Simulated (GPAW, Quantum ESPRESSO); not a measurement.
# Sn K ELNES/XANES of SnO2 (Cassiterite, P4_2/mnm) from DFT, part 4 of 6

Aim: the Sn K edge of SnO2 (Cassiterite, P4_2/mnm) by two routes, a Lanczos recursion (XSpectra) and a sum over empty bands (GPAW), to see which features are robust.

Quantum ESPRESSO 7.5 and GPAW 26.7.0; core-hole supercells, plane-wave PAW PBE.

So far. Step 9 (Excitation energy, Sn atom 1 (Quantum ESPRESSO)): The total-energy difference is 29327.4 eV, raw. Step 10 (The field without a hole (GPAW)): The mesh shows a gap of 1.28 eV, so the hole is first treated in a charged cell, without the excited electron.

**11. Spectrum without a core hole, Sn atom 1 (GPAW)**

Level of this step: X-ray absorption from dipole matrix elements to empty bands, plane-wave PAW PBE (GPAW).

This cheap baseline ignores the attraction of the hole: it shows the absorber's empty states as they are in the ground state. The data set with a hole of occupation 0 only carries the core orbital.

The input, xas.py:

```python
import numpy as np
from ase import Atoms
from ase.parallel import parprint, paropen
from gpaw import GPAW, PW, FermiDirac, Mixer, MixerDif, setup_paths
from gpaw.test import gen
setup_paths.insert(0, '.')
gen('Sn', name='nch1s', xcname='PBE', corehole=(1, 0, 0), write_xml=True)
from gpaw.mpi import world
world.barrier()

atoms = Atoms('Sn2O4',
    cell=[[4.738, 0, 0],
     [0, 4.738, 0],
     [0, 0, 3.1865]],
    scaled_positions=[[0.5, 0.5, 0.5],
     [0, 0, 0],
     [0.8071, 0.1929, 0.5],
     [0.6929, 0.6929, 0],
     [0.1929, 0.8071, 0.5],
     [0.3071, 0.3071, 0]],
    pbc=True)
atoms.calc = calc = GPAW(legacy_gpaw=True, mode=PW(500, force_complex_dtype=True), xc='PBE', setups={0: 'nch1s'},
    kpts={'size': (5, 5, 8), 'gamma': True}, occupations=FermiDirac(0.02),
    charge=0, mixer=Mixer(0.1, 5, 50), maxiter=150,
    convergence={'density': 0.0001, 'eigenstates': 1e-6}, txt='scf.txt')
energy = atoms.get_potential_energy() + calc.get_reference_energy()
ef = calc.get_fermi_level()
out = dict(energy=energy, fermi=ef, forces=atoms.get_forces().tolist())
parprint(f'all-electron energy {energy:.4f} eV, Fermi level {ef:.4f} eV')
ev = np.array([[calc.get_eigenvalues(k, s) for k in range(len(calc.get_ibz_k_points()))] for s in range(calc.get_number_of_spins())])
out['homo'], out['lumo'], out['counts'] = ev[ev < ef].max(), ev[ev > ef].min(), sorted(set((ev < ef).sum((0, 2)).tolist()))
out['filled'] = (ev[:, 0] < ef).sum(1).tolist()

from ase.units import Ha
from gpaw.xas import dipole_matrix_elements
nb = int(calc.get_number_of_electrons() / 2) + 46
top, nb = nb, nb + 8 + nb // 12
nscf = calc.fixed_density(kpts={'size': (5, 5, 7), 'gamma': True}, nbands=nb,
    convergence={'bands': top, 'eigenstates': 5e-3}, maxiter=60, txt='nscf.txt')
cell = atoms.cell.array
ops = [cell.T @ U.T @ np.linalg.inv(cell.T) for U in nscf.wfs.kd.symmetry.op_scc]
filled = [26]  # bands filled in the ground state, by spin
E = np.arange(-25, 34, 0.1)
fwhm = np.interp(E, [4, 25], [8.49, 8.49])
Y, X, zero, highest = 0, 0, 1e9, 1e9
for spin in range(nscf.get_number_of_spins()):
    wfs = nscf.wfs
    mine = wfs.bd.get_slice()  # this rank's bands
    A = dipole_matrix_elements(wfs.setups[0])
    eps = np.zeros((wfs.kd.nibzkpts, nb))
    d = np.zeros((3, A.shape[1], wfs.kd.nibzkpts, nb), complex)
    for kpt in wfs.kpt_u:
        if kpt.s == spin and 0 in kpt.P_ani:
            eps[kpt.k, mine] = kpt.eps_n * Ha
            d[:, :, kpt.k, mine] = (kpt.weight * wfs.nspins / 2) ** 0.5 * np.inner(A, kpt.P_ani[0])
    world.sum(eps)
    world.sum(d)
    T = np.einsum('amkn,bmkn->abkn', d, d.conj()).real
    T = sum(np.einsum('ai,ijkn,bj->abkn', R, T, R) for R in ops) / len(ops)
    empty = np.ones_like(eps, bool) & (np.arange(nb) >= filled[spin])
    zero, highest = min(zero, eps[empty].min()), min(highest, eps[:, top - 1].min())
    lines = [(eps, T, empty)] if spin == 0 else lines + [(eps, T, empty)]
for eps, T, empty in lines:
    f = np.einsum('aakn->akn', T).reshape(3, -1)
    x = eps.ravel() - zero
    w = np.interp(x, E, fwhm) / 2.35482
    g = np.exp(-0.5 * ((E[:, None] - x) / w) ** 2) / (w * (2 * np.pi) ** 0.5)
    Y = Y + (f * empty.ravel()) @ g.T
    X = X + (f * ~empty.ravel()) @ g.T
out.update(E=E.round(2).tolist(), xas=Y.tolist(), xes=X.tolist(), zero=zero, valid=highest - zero, nk=len(eps), nb=nb)
for i in range(0, len(E), 10):
    parprint(f'{E[i]:7.2f}', *(f'{v:10.3e}' for v in Y[:, i]))
import json
with paropen('out.json', 'w') as f:
    json.dump(out, f)
```

Started as:

```console
$ OMP_NUM_THREADS=1 mpirun -n 4 gpaw python xas.py
```

Numbers of over 12 decimals in the logs are rounded to 6 here.

The log of the run:

```text
Input parameters:
  convergence: {density: 0.0001,
                eigenstates: 1e-06}
  kpts: {gamma: True,
         size: (5, 5, 8)}
  maxiter: 150
  mixer: {backend: pulay,
          beta: 0.1,
          method: separate,
          nmaxold: 5,
          weight: 50}
  mode: {ecut: 500.0,
         force_complex_dtype: True,
         name: pw}
  occupations: {fixmagmom: False,
                name: fermi-dirac,
[...]
*d    :     0.050220
--------------------------------

Diagonalizing with gridspacing h=0.050

state   all-electron     PAW
-------------------------------
5s:      -0.387254    -0.387773
5p:      -0.135833    -0.136448
4d:      -0.949780    -0.950687
*f:                    0.064549
-------------------------------
all-electron energy -344221.8430 eV, Fermi level 6.8908 eV
[...]
32.00  1.190e-08  1.190e-08  9.197e-09
  33.00  1.117e-08  1.117e-08  8.423e-09
[key lines of the parts left out:]
Converged after 12 iterations.
Dipole moment: (0.000000, 0.000000, -0.000000) |e|*Ang
Free energy:    -37.045726
Fermi level: 6.89082
```

The job ended after 31 s (4 MPI ranks of Arm Neoverse V1, shared host; peak memory 0.27 GiB).

The Sn K spectrum, Sn atom 1, no core hole (energy from the lowest empty level; intensity scaled to a mean of 1 over the first 20 eV; polarised curves are means over the symmetry-equivalent atoms):

```tsv
E (eV)	isotropic	ε ⊥ c	ε ∥ c
-2.0	0.04	0.04	0.03
-1.5	0.05	0.06	0.04
-1.0	0.07	0.08	0.05
-0.5	0.09	0.10	0.06
0.0	0.11	0.13	0.08
0.5	0.15	0.17	0.10
1.0	0.18	0.21	0.12
1.5	0.23	0.26	0.16
2.0	0.28	0.32	0.19
2.5	0.34	0.39	0.24
3.0	0.41	0.47	0.29
3.5	0.49	0.56	0.35
4.0	0.57	0.65	0.42
4.5	0.66	0.74	0.51
5.0	0.76	0.84	0.59
5.5	0.86	0.94	0.69
6.0	0.96	1.04	0.80
6.5	1.06	1.14	0.91
7.0	1.16	1.23	1.02
7.5	1.25	1.31	1.13
8.0	1.33	1.38	1.24
8.5	1.40	1.43	1.34
9.0	1.46	1.48	1.44
9.5	1.51	1.50	1.52
10.0	1.54	1.51	1.59
10.5	1.55	1.51	1.63
11.0	1.55	1.49	1.66
11.5	1.53	1.47	1.67
12.0	1.51	1.43	1.66
12.5	1.47	1.38	1.64
13.0	1.42	1.33	1.60
13.5	1.37	1.28	1.55
14.0	1.31	1.22	1.49
14.5	1.25	1.16	1.42
15.0	1.19	1.11	1.35
15.5	1.13	1.06	1.28
16.0	1.08	1.01	1.21
16.5	1.03	0.97	1.15
17.0	0.98	0.92	1.09
17.5	0.94	0.89	1.04
18.0	0.90	0.85	0.99
18.5	0.87	0.83	0.95
19.0	0.84	0.80	0.91
19.5	0.81	0.78	0.88
20.0	0.79	0.76	0.85
20.5	0.77	0.74	0.83
21.0	0.75	0.73	0.80
21.5	0.74	0.72	0.79
22.0	0.73	0.71	0.77
22.5	0.72	0.71	0.76
23.0	0.72	0.71	0.74
23.5	0.72	0.71	0.73
24.0	0.72	0.71	0.73
24.5	0.71	0.71	0.72
25.0	0.71	0.72	0.71
25.5	0.71	0.72	0.70
26.0	0.71	0.72	0.69
26.5	0.71	0.72	0.68
27.0	0.70	0.71	0.67
27.5	0.69	0.71	0.65
28.0	0.68	0.70	0.63
28.5	0.67	0.69	0.61
29.0	0.65	0.68	0.59
29.5	0.63	0.66	0.57
30.0	0.61	0.65	0.54
30.5	0.59	0.63	0.52
31.0	0.57	0.61	0.49
31.5	0.55	0.59	0.47
32.0	0.53	0.57	0.44
```

Main maxima below 30 eV (height): 10.8 eV (1.55). 

The same matrix elements for filled bands give the Sn K emission of Sn atom 1 (ground-state approximation; energy from the lowest empty level, largest value 1):

```tsv
E (eV)	emission
-24.00	0.05
-23.25	0.06
-22.50	0.08
-21.75	0.09
-21.00	0.11
-20.25	0.12
-19.50	0.13
-18.75	0.14
-18.00	0.14
-17.25	0.14
-16.50	0.14
-15.75	0.13
-15.00	0.13
-14.25	0.14
-13.50	0.16
-12.75	0.20
-12.00	0.25
-11.25	0.32
-10.50	0.41
-9.75	0.51
-9.00	0.62
-8.25	0.73
-7.50	0.84
-6.75	0.92
-6.00	0.98
-5.25	1.00
-4.50	0.98
-3.75	0.93
-3.00	0.85
-2.25	0.75
-1.50	0.63
-0.75	0.51
0.00	0.40
0.75	0.30
1.50	0.22
2.25	0.15
3.00	0.10
```

Emission maxima: -5.2 eV (1.00).

**12. Supercell without a hole, the energy reference (GPAW)**

Total energies of two programs can't be mixed, so the cell and mesh of GPAW's hole run get a reference energy of their own.

The input, scf.py:

```python
import numpy as np
from ase import Atoms
from ase.parallel import parprint, paropen
from gpaw import GPAW, PW, FermiDirac, Mixer, MixerDif, setup_paths
from gpaw.test import gen
setup_paths.insert(0, '.')
gen('Sn', name='nch1s', xcname='PBE', corehole=(1, 0, 0), write_xml=True)
from gpaw.mpi import world
world.barrier()

atoms = Atoms('Sn8O16',
    cell=[[-4.738, 4.738, 0],
     [-4.738, -4.738, 0],
     [4.738, 0, 6.373]],
    scaled_positions=[[0.125, 0.625, 0.25],
     [0.625, 0.125, 0.25],
     [0.375, 0.875, 0.75],
     [0.875, 0.375, 0.75],
     [0, 0, 0],
     [0.5, 0.5, 0],
     [0.25, 0.25, 0.5],
     [0.75, 0.75, 0.5],
     [0.8179, 0.625, 0.25],
     [0.3179, 0.125, 0.25],
     [0.0679, 0.875, 0.75],
     [0.5679, 0.375, 0.75],
     [0, 0.3071, 0],
     [0.5, 0.8071, 0],
     [0.25, 0.5571, 0.5],
     [0.75, 0.0571, 0.5],
     [0.4321, 0.625, 0.25],
     [0.9321, 0.125, 0.25],
     [0.6821, 0.875, 0.75],
     [0.1821, 0.375, 0.75],
     [0, 0.6929, 0],
     [0.5, 0.1929, 0],
     [0.25, 0.9429, 0.5],
     [0.75, 0.4429, 0.5]],
    pbc=True)
atoms.calc = calc = GPAW(legacy_gpaw=True, mode=PW(500, force_complex_dtype=True), xc='PBE', setups={0: 'nch1s'},
    kpts={'size': (3, 3, 3), 'gamma': True}, occupations=FermiDirac(0.02),
    charge=0, mixer=Mixer(0.1, 5, 50), maxiter=150,
    convergence={'density': 0.0001, 'eigenstates': 1e-6}, txt='scf.txt')
energy = atoms.get_potential_energy() + calc.get_reference_energy()
ef = calc.get_fermi_level()
out = dict(energy=energy, fermi=ef, forces=atoms.get_forces().tolist())
parprint(f'all-electron energy {energy:.4f} eV, Fermi level {ef:.4f} eV')
ev = np.array([[calc.get_eigenvalues(k, s) for k in range(len(calc.get_ibz_k_points()))] for s in range(calc.get_number_of_spins())])
out['homo'], out['lumo'], out['counts'] = ev[ev < ef].max(), ev[ev > ef].min(), sorted(set((ev < ef).sum((0, 2)).tolist()))
out['filled'] = (ev[:, 0] < ef).sum(1).tolist()
import json
with paropen('out.json', 'w') as f:
    json.dump(out, f)
```

Started as:

```console
$ OMP_NUM_THREADS=1 mpirun -n 4 gpaw python scf.py
```

The log of the run:

```text
Input parameters:
  convergence: {density: 0.0001,
                eigenstates: 1e-06}
  kpts: {gamma: True,
         size: (3, 3, 3)}
  maxiter: 150
  mixer: {backend: pulay,
          beta: 0.1,
          method: separate,
          nmaxold: 5,
          weight: 50}
  mode: {ecut: 500.0,
         force_complex_dtype: True,
         name: pw}
  occupations: {fixmagmom: False,
                name: fermi-dirac,
[...]
warnings.warn(
<dir> UserWarning: Using symmetrized grid: (42,42,42).

  warnings.warn('Using symmetrized grid: ({},{},{}).\n'.format(*N_c))
<dir> UserWarning: Using symmetrized grid: (42,42,42).

  warnings.warn('Using symmetrized grid: ({},{},{}).\n'.format(*N_c))
<dir> UserWarning: Using symmetrized grid: (42,42,42).

  warnings.warn('Using symmetrized grid: ({},{},{}).\n'.format(*N_c))
all-electron energy -1376887.3642 eV, Fermi level 6.8910 eV
[key lines of the parts left out:]
Converged after 14 iterations.
Dipole moment: (0.000000, 0.000000, -0.000000) |e|*Ang
Free energy:   -148.179504
Fermi level: 6.89102
```

Elapsed: 95 s, on 4 MPI ranks; peak memory 0.47 GiB; 6.3 min of CPU time.

Reference energy: -1376887.364 eV with the cores included.

(Part 4 of 6 ends here.)

[Banner, clock and machine lines of the logs are left out without a mark of their own.]

[Logs are printed without paths, hosts, clocks, repeated set-up lines and the standing remarks that a program may print on its own settings, such as how far it seeks lower states.]

[Hosts, paths, dates, database ids (printed as entryN), source tags and the programs' standing remarks are cut or masked in the printed files.]

[Lists of maxima count a maximum above −3 eV only where it reaches 4 % of the highest in the window and stands out from its surroundings by 2 % of it (1.5 % where it reaches 55 %); shoulders and weaker maxima are passed over, and of the rest the first, up to two pre-edge ones and the few strongest are named.]
